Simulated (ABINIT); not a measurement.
Planning a run of ABINIT 10.8.3 on CsPbI2Br (P4/mmm). The input:

```
acell 3*1.0 Angstrom
rprim 
  6.375296000000 0.000000000000 0.000000000000
  0.000000000000 6.375296000000 0.000000000000
  0.000000000000 0.000000000000 5.962220000000
ntypat 4
znucl 55 82 53 35
natom 5
typat 1 2 3 3 4
xred 
  0.500000000000 0.500000000000 0.500000000000
  0.000000000000 0.000000000000 0.000000000000
  0.000000000000 0.500000000000 0.000000000000
  0.500000000000 0.000000000000 0.000000000000
  0.000000000000 0.000000000000 0.500000000000
pp_dirpath "pseudos"
pseudos "Cs.upf, Pb.upf, I.upf, Br.upf"
ecut 34
ngkpt 2 2 2
nshiftk 1
shiftk 0 0 0
kptopt 1
chksymbreak 0
istwfk *1
occopt 1
irdwfk 1
optdriver 3
nband 273
ecuteps 3.9
inclvkb 2
awtr 1
symchi 1
indata_prefix "in"
outdata_prefix "out"
tmpdata_prefix "tmp"
```

```sh
OMP_NUM_THREADS=1 mpirun -n 8 abinit run.abi > log
```

**Question.** How long will it take on 8 MPI ranks of AMD EPYC 9R45, shared host, and how much memory?

It took 2.6 min; on shared hardware allow 79 s to 5.3 min. Peak host memory was 7.1 GiB.

[Paths, hosts, dates, memory and timing lines, banners, echoed tables and standing remarks are left out of the program output.]

[Logs are printed without paths, hosts, clocks, repeated set-up lines and the standing remarks that a program may print on its own settings, such as how far it seeks lower states.]

[Runs of the session that timed out or met a known fault of the program may be left out.]

[Hosts, paths, dates, database ids (printed as entryN), source tags and the programs' standing remarks are cut or masked in the printed files.]

[G0W0 gaps are taken among the corrected bands and points alone; a level outside them can change the order at an edge.]

[Where Ansatz stands beside ABINIT at settings called matched, ABINIT's density can come from a denser mesh and the files from another edition; pairs whose starting gaps differed by over 0.03 eV were left out, so agreement reads better than it is.]
